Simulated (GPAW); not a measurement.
# Mg2NCl (R-3m): G0W0 on several meshes in GPAW

Wanted: mesh dependence and cost of G0W0 for Mg2NCl (R-3m).

Method: LDA and many-body steps on it, plane waves, in GPAW 26.7.0.

### Step 1. Set-up

It takes space group R-3m (No. 166, trigonal). Conventional cell: a = 3.321 Å, b = 3.321 Å, c = 18.009 Å, α = 90.00°, β = 90.00°, γ = 120.00°. Nearest to Mg lie 3 N at 2.17 Å and 3 Cl at 2.76 Å and 3 Mg at 2.79 Å. Nearest to N lie 6 Mg at 2.17 Å. Nearest to Cl lie 6 Mg at 2.76 Å. Farther neighbours and most contacts between anions are not listed.

As a file:

```xyz
4
Lattice="1.6607 0.9588 6.0030 -1.6607 0.9588 6.0030 0.0000 -1.9176 6.0030" Properties=species:S:1:pos:R:3 pbc="T T T"
Mg    0.0000    0.0000    4.0127
Mg    0.0000    0.0000   13.9963
N     0.0000    0.0000    9.0045
Cl    0.0000    0.0000    0.0000
```

The cell and positions are those that the Materials Project relaxed with its own functionals (PBE, PBE+U or r2SCAN), kept fixed.

### Step 2. Empty states on the mesh, 4×4×4 mesh, 273 bands

This step: GPAW 26.7.0; DFT, LDA, plane waves, PAW.

The sums over transitions need many empty states on a uniform mesh; this step solves for them.

run.py reads:

```python
import json
import numpy as np
from gpaw.mpi import world
from gpaw import GPAW

calc = GPAW('gs.gpw').fixed_density(kpts={'size': (4, 4, 4), 'gamma': True},
    parallel={'domain': 1, 'band': 1},
    txt='nscf.txt')
calc.diagonalize_full_hamiltonian(nbands=273)
calc.write('full.gpw', mode='all')
res = {}
kpts = calc.get_ibz_k_points()
res['kpts'] = kpts
res['eigenvalues'] = [calc.get_eigenvalues(kpt=k) for k in range(len(kpts))]
res['n_electrons'] = calc.get_number_of_electrons()

if world.rank == 0:
    with open('result.json', 'w') as f:
        json.dump(res, f, default=lambda x: x.tolist())
```

Launch:

```bash
mpirun -n 4 gpaw python run.py
```

Numbers of over 12 decimals in the logs are rounded to 6 here.

What it wrote:

```text
Diagonalizing LCAO Hamiltonian
Converting LCAO to pw mode
convergence criteria:
- Maximum integral of absolute [eigenst]ate change: 4e-08 eV^2 / valence electron
maximum number of iterations: 100

SCF iterations
|iter     |     time |      energy | eigst |  dens |
|iter:   1|  |             | +0.97 |       |
|iter:   2|  |             | -0.03 |       |
|iter:   3|  |             | -0.95 |       |
[...]
|iter:  10|  |             | -6.22 |       |
|iter:  11|  |             | -7.10 |       |
|iter:  12|  |             | -7.51c|       |
SCF steps: 12
  __  _  _
 | _ |_)|_||  |
 |__||  | ||/\| - 26.7.0

Input parameters:
  mode=PW(ecut=600.0),
  convergence={'density': 1e-06, 'bands': -3},
  gpts=array([36, 36, 36]),
  kpts=MonkhorstPack(size=(4, 4, 4), gamma=True),
  maxiter=100,
  nbands=24,
  occupations=Occupations(name='fermi-dirac', width=0.001, fixmagmom=False),
  parallel={'domain': 1, 'band': 1},
  xc=XC(name='LDA')
Matrix size: 1961x1961
# Writing to full.gpw (mode='all')
  [... matrices ...]

timing:  # [seconds]
  Total: 40.807  # ━━━━━━━━━━━━━━━━━━━━━━━━━━━━━━━━━━━━━━━━━━━━━━━━━━━━━━━━━━
```

The job ended after 54 s (4 MPI ranks of Arm Neoverse V1, shared host; peak memory 2.1 GiB; 3.6 min of CPU time).

Numbers from this step:

- gap: 2.164 eV
- k of the valence top: 0, 0, 0
- k of the conduction bottom: 0, 0, 0
- least direct gap: 2.164 eV
- k points computed: 13
- lowest point of the top converged band, above the valence top: 145.6306 eV

On this mesh the gap is 2.164 eV.

### Step 3. 4×4×4

Now the one-shot GW correction: screening in the RPA, then the self-energy of the levels asked for.

This step: G0W0 on LDA, plane waves, PAW.

run.py reads:

```python
import json
import numpy as np
from gpaw.mpi import world
from gpaw.response.g0w0 import G0W0

gw = G0W0('full.gpw',
    filename='gw',
    kpts=[0],
    bands=(14, 18),
    ecut=48,
    nbands=43,
    integrate_gamma='WS',
    ppa=True)
gw.calculate()
res = {mode: {k: v for k, v in r.items() if k != 'sigma_eskwn'}
       for mode, r in gw.all_results.items()}

if world.rank == 0:
    with open('result.json', 'w') as f:
        json.dump(res, f, default=lambda x: x.tolist())
```

Launch:

```bash
mpirun -n 4 gpaw python run.py
```

What it wrote:

```text
Using integrator: PointIntegrator
FrequencyGridDescriptor(from 0.000+0.000j to 0.000+27.211j eV, 2 points)
Nonperiodic BCs:  [False False False]
Using integrator: PointIntegrator
FrequencyGridDescriptor(from 0.000+0.000j to 0.000+27.211j eV, 2 points)
Nonperiodic BCs:  [False False False]
  ___  _ _ _
 |   || | | |
 | | || | | |
 |__ ||_____|
 |___|

BZ k-points: Symmetries present (total): 12

  [... matrices ...]
64 k-points: 4 x 4 x 4 Monkhorst-Pack grid + [1/8,1/8,1/8]
13 k-points in the irreducible part of the Brillouin zone
       k-points in crystal coordinates                weights
   0:     0.00000000    0.00000000    0.00000000          1/64
   1:     0.25000000    0.00000000   -0.25000000          6/64
   2:     0.25000000    0.00000000    0.00000000          6/64
   3:     0.25000000    0.25000000   -0.25000000          6/64
   4:     0.25000000    0.25000000    0.00000000          6/64
   5:     0.25000000    0.25000000    0.25000000          2/64
   6:     0.50000000    0.00000000    0.00000000          3/64
   7:     0.50000000    0.25000000   -0.25000000          6/64
   8:     0.50000000    0.25000000    0.00000000         12/64
   9:     0.50000000    0.25000000    0.25000000          6/64
          ...
  12:     0.50000000    0.50000000    0.50000000          1/64

Distributing spins, k-points and bands (1 x 1 x 4) over 4 processes
Number of blocks: 1

Quasi particle states:
k-points (IBZ indices): [0]
Band range: (14, 18)
  [... matrices ...]
Computational parameters:
Plane wave cut-off: 48 eV
Number of bands: 43
Coulomb cutoff: None
Broadening: 0.1 eV

fxc modes: GW
Kernel: RPA
Using Godby-Needs plasmon-pole approximation:
  Fitting energy: i*E0, E0 = 1.000 Hartree
Summing all q:

Calculating screened Coulomb potential
No Coulomb truncation
FrequencyGridDescriptor(from 0.000+0.000j to 0.000+27.211j eV, 2 points)
Removing empty qpoint cache files...

Calculating chi0 body with:
    Ground state adapter containing:
    Number of spins: 1
    Number of kpoints: 64
    Number of irreducible kpoints: 13
    Number of completely occupied states: 16
    Number of partially occupied states: 16
    Occupied states memory: 11.390625 M / cpu

    Linear response parametrization:
    q_c: [0.0, 0.0, 0.0]
    Number of frequency points: 2
    Planewave cutoff: 48.0
    Number of bands: 43
    Number of planewaves: 43
    Broadening (eta): 1e-06
    comm.size: 4
    kncomm.size: 4
    blockcomm.size: 1

    Memory estimate of potentially large arrays:
        chi0_wGG: 0.056427 M / cpu
Integrating chi0 body.

Symmetries of q_c:
    Direct symmetries (Uq -> q): 12
    Indirect symmetries (TUq -> q): 0
In total 12 allowed symmetries.

  [... matrices ...]
13 groups of equivalent kpoints. 79.6875% reduction.

Integral kind: response function
Integrating chi0 head and wings.

Symmetries of q_c:
    Direct symmetries (Uq -> q): 12
    Indirect symmetries (TUq -> q): 0
In total 12 allowed symmetries.

  [... matrices ...]
13 groups of equivalent kpoints. 79.6875% reduction.

Integral kind: response function wings

Calculating chi0 body with:
    Ground state adapter containing:
    Number of spins: 1
    Number of kpoints: 64
    Number of irreducible kpoints: 13
    Number of completely occupied states: 16
    Number of partially occupied states: 16
    Occupied states memory: 11.390625 M / cpu

    Linear response parametrization:
[... the further q-points ...]

Results:
f:      Occupation numbers
eps:     KS-eigenvalues [eV]
vxc:     KS vxc [eV]
exx:     Exact exchange [eV]
sigma:   Self-energies [eV]
dsigma:  Self-energy derivatives
Z:       Renormalization factors
qp:      QP-energies [eV]

k-point 0 (0): (0.000, 0.000, 0.000)                GW
band       f     eps     vxc     exx   sigma  dsigma       Z      qp
                                                                   GW
  14   1.000   4.869 -17.169 -20.780   3.794  -0.282   0.780   5.012
  15   1.000   4.869 -17.169 -20.780   3.794  -0.282   0.780   5.012
  16   0.000   7.034 -13.288  -8.785  -3.011  -0.207   0.829   8.271
  17   0.000  10.107 -11.702  -6.502  -3.459  -0.203   0.832  11.554
```

Run time: 59 s. Hardware: 4 MPI ranks; peak memory 2.1 GiB.

This step gave:

```yaml
g0w0_gap_on_the_points_computed: 3.259 eV
least_direct_g0w0_gap_on_the_computed_points: 3.259 eV
z_at_the_valence_top: 0.7799
z_at_the_conduction_bottom: 0.8287
starting_gap_on_the_mesh: 2.164 eV
k_of_the_valence_top: 0, 0, 0
k_of_the_conduction_bottom: 0, 0, 0
```

The gap on the mesh goes from 2.16 eV to 3.26 eV, a correction of +1.09 eV.

### Step 4. Empty states on the mesh, 6×6×6 mesh, 53 bands

This step: DFT, LDA, plane waves, PAW.

run.py reads:

```python
import json
import numpy as np
from gpaw.mpi import world
from gpaw import GPAW

calc = GPAW('gs.gpw').fixed_density(kpts={'size': (6, 6, 6), 'gamma': True},
    nbands=61,
    convergence={'bands': 53},
    txt='nscf.txt')
calc.write('full.gpw', mode='all')
res = {}
kpts = calc.get_ibz_k_points()
res['kpts'] = kpts
res['eigenvalues'] = [calc.get_eigenvalues(kpt=k) for k in range(len(kpts))]
res['n_electrons'] = calc.get_number_of_electrons()

if world.rank == 0:
    with open('result.json', 'w') as f:
        json.dump(res, f, default=lambda x: x.tolist())
```

Launch:

```bash
mpirun -n 4 gpaw python run.py
```

What it wrote:

```text
Diagonalizing LCAO Hamiltonian
Converting LCAO to pw mode
convergence criteria:
- Maximum integral of absolute [eigenst]ate change: 4e-08 eV^2 / valence electron
maximum number of iterations: 100

SCF iterations
|iter     |     time |      energy | eigst |  dens |
|iter:   1|  |             | +3.61 |       |
|iter:   2|  |             | +2.39 |       |
|iter:   3|  |             | +1.22 |       |
[...]
|iter:   9|  |             | -6.11 |       |
|iter:  10|  |             | -7.18 |       |
|iter:  11|  |             | -7.78c|       |
SCF steps: 11
  __  _  _
 | _ |_)|_||  |
 |__||  | ||/\| - 26.7.0

Input parameters:
  mode=PW(ecut=600.0),
  convergence={'bands': 53},
  gpts=array([36, 36, 36]),
  kpts=MonkhorstPack(size=(6, 6, 6), gamma=True),
  maxiter=100,
  nbands=61,
  occupations=Occupations(name='fermi-dirac', width=0.001, fixmagmom=False),
  parallel={},
  xc=XC(name='LDA')
# Writing to full.gpw (mode='all')
  [... matrices ...]

timing:  # [seconds]
  Total: 0.052  # ━━━━━━━━━━━━━━━━━━━━━━━━━━━━━━━━━━━━━━━━━━━━━━━━━━━━━━━━━━━
```

Wall time 47 s (4 MPI ranks); peak memory 1.1 GiB; 3.2 min of CPU time.

Numbers from this step:

```
gap                                                           : 2.164 eV
k of the valence top                                          : 0, 0, 0
k of the conduction bottom                                    : 0, 0, 0
least direct gap                                              : 2.164 eV
k points computed                                             : 32
lowest point of the top converged band, above the valence top : 34.62 eV
```

On this mesh the gap is 2.164 eV.

### Step 5. 6×6×6

This step: G0W0 on LDA, plane waves, PAW.

run.py reads:

```python
import json
import numpy as np
from gpaw.mpi import world
from gpaw.response.g0w0 import G0W0

gw = G0W0('full.gpw',
    filename='gw',
    kpts=[0],
    bands=(14, 18),
    ecut=48,
    nbands=43,
    integrate_gamma='WS',
    ppa=True)
gw.calculate()
res = {mode: {k: v for k, v in r.items() if k != 'sigma_eskwn'}
       for mode, r in gw.all_results.items()}

if world.rank == 0:
    with open('result.json', 'w') as f:
        json.dump(res, f, default=lambda x: x.tolist())
```

Launch:

```bash
mpirun -n 4 gpaw python run.py
```

What it wrote:

```text
Using integrator: PointIntegrator
FrequencyGridDescriptor(from 0.000+0.000j to 0.000+27.211j eV, 2 points)
Nonperiodic BCs:  [False False False]
Using integrator: PointIntegrator
FrequencyGridDescriptor(from 0.000+0.000j to 0.000+27.211j eV, 2 points)
Nonperiodic BCs:  [False False False]
  ___  _ _ _
 |   || | | |
 | | || | | |
 |__ ||_____|
 |___|

BZ k-points: Symmetries present (total): 12

  [... matrices ...]
216 k-points: 6 x 6 x 6 Monkhorst-Pack grid + [1/12,1/12,1/12]
32 k-points in the irreducible part of the Brillouin zone
       k-points in crystal coordinates                weights
   0:     0.00000000    0.00000000    0.00000000          1/216
   1:     0.16666667    0.00000000   -0.16666667          6/216
   2:     0.16666667    0.00000000    0.00000000          6/216
[...]
9:     0.33333333    0.00000000    0.00000000          6/216
          ...
  31:     0.50000000    0.50000000    0.50000000          1/216

Distributing spins, k-points and bands (1 x 1 x 4) over 4 processes
Number of blocks: 1

Quasi particle states:
k-points (IBZ indices): [0]
Band range: (14, 18)
  [... matrices ...]
Computational parameters:
Plane wave cut-off: 48 eV
Number of bands: 43
Coulomb cutoff: None
Broadening: 0.1 eV

fxc modes: GW
Kernel: RPA
Using Godby-Needs plasmon-pole approximation:
  Fitting energy: i*E0, E0 = 1.000 Hartree
Summing all q:

Calculating screened Coulomb potential
No Coulomb truncation
FrequencyGridDescriptor(from 0.000+0.000j to 0.000+27.211j eV, 2 points)
Removing empty qpoint cache files...

Calculating chi0 body with:
    Ground state adapter containing:
    Number of spins: 1
    Number of kpoints: 216
    Number of irreducible kpoints: 32
    Number of completely occupied states: 16
    Number of partially occupied states: 16
    Occupied states memory: 11.390625 M / cpu

    Linear response parametrization:
    q_c: [1.3877787807814457e-17, 1.3877787807814457e-17, 1.3877787807814457e-17]
    Number of frequency points: 2
    Planewave cutoff: 48.0
    Number of bands: 43
    Number of planewaves: 43
    Broadening (eta): 1e-06
    comm.size: 4
    kncomm.size: 4
    blockcomm.size: 1

    Memory estimate of potentially large arrays:
        chi0_wGG: 0.056427 M / cpu
Integrating chi0 body.

Symmetries of q_c:
    Direct symmetries (Uq -> q): 12
    Indirect symmetries (TUq -> q): 0
In total 12 allowed symmetries.

  [... matrices ...]
32 groups of equivalent kpoints. 85.185185% reduction.

Integral kind: response function
Integrating chi0 head and wings.

Symmetries of q_c:
    Direct symmetries (Uq -> q): 12
    Indirect symmetries (TUq -> q): 0
In total 12 allowed symmetries.

  [... matrices ...]
32 groups of equivalent kpoints. 85.185185% reduction.

Integral kind: response function wings

Calculating chi0 body with:
    Ground state adapter containing:
    Number of spins: 1
    Number of kpoints: 216
    Number of irreducible kpoints: 32
    Number of completely occupied states: 16
    Number of partially occupied states: 16
[... the further q-points ...]

Results:
f:      Occupation numbers
eps:     KS-eigenvalues [eV]
vxc:     KS vxc [eV]
exx:     Exact exchange [eV]
sigma:   Self-energies [eV]
dsigma:  Self-energy derivatives
Z:       Renormalization factors
qp:      QP-energies [eV]

k-point 0 (0): (0.000, 0.000, 0.000)                GW
band       f     eps     vxc     exx   sigma  dsigma       Z      qp
                                                                   GW
  14   1.000   4.869 -17.169 -20.673   3.716  -0.282   0.780   5.035
  15   1.000   4.869 -17.169 -20.673   3.716  -0.282   0.780   5.035
  16   0.000   7.034 -13.288  -8.884  -2.922  -0.205   0.830   8.264
  17   0.000  10.107 -11.702  -6.562  -3.403  -0.200   0.833  11.554
```

Run time: 7.5 min. Hardware: 4 MPI ranks; peak memory 3.8 GiB.

This step gave:

```yaml
g0w0_gap_on_the_points_computed: 3.229 eV
least_direct_g0w0_gap_on_the_computed_points: 3.229 eV
z_at_the_valence_top: 0.7802
z_at_the_conduction_bottom: 0.8300
starting_gap_on_the_mesh: 2.164 eV
k_of_the_valence_top: 0, 0, 0
k_of_the_conduction_bottom: 0, 0, 0
```

Against G0W0 in GPAW (4×4×4 mesh, 43 bands, screening to 48 eV, Godby-Needs plasmon pole), the gap moves by −0.029 eV.

### Step 6. Side by side

Times are wall times on 4 MPI ranks of Arm Neoverse V1, shared host, good to a factor of about two.

```csv
run,mesh,bands,screening cutoff (eV),DFT gap (eV),gap on the mesh (eV),direct (eV),time
4×4×4,4×4×4,43,48,2.164,3.259,3.259,59 s
6×6×6,6×6×6,43,48,2.164,3.229,3.229,7.5 min
```

### Step 7. What came out

| Property | Result |
| --- | --- |
| 4×4×4 | 3.259 eV |
| 6×6×6 | 3.229 eV |
| known limits | not at the basis limit |

**Reading.** 6×6×6: −0.029 eV against 4×4×4. Bands and cutoff are finite, so the gap is not at the basis limit. The miss can reach some tenths of an eV and take either sign; the mesh is an error of its own. These stock PAW sets were not made for GW. In the G0W0 runs levels were corrected at 1 k point alone, so a gap called «on the mesh» is the least over those, and an edge elsewhere would be missed.

[Paths, hosts, dates, memory and timing lines, banners, echoed tables and standing remarks are left out of the program output.]

[Logs are printed without paths, hosts, clocks, repeated set-up lines and the standing remarks that a program may print on its own settings, such as how far it seeks lower states.]

[Runs of the session that timed out or met a known fault of the program may be left out.]

[Hosts, paths, dates, database ids (printed as entryN), source tags and the programs' standing remarks are cut or masked in the printed files.]
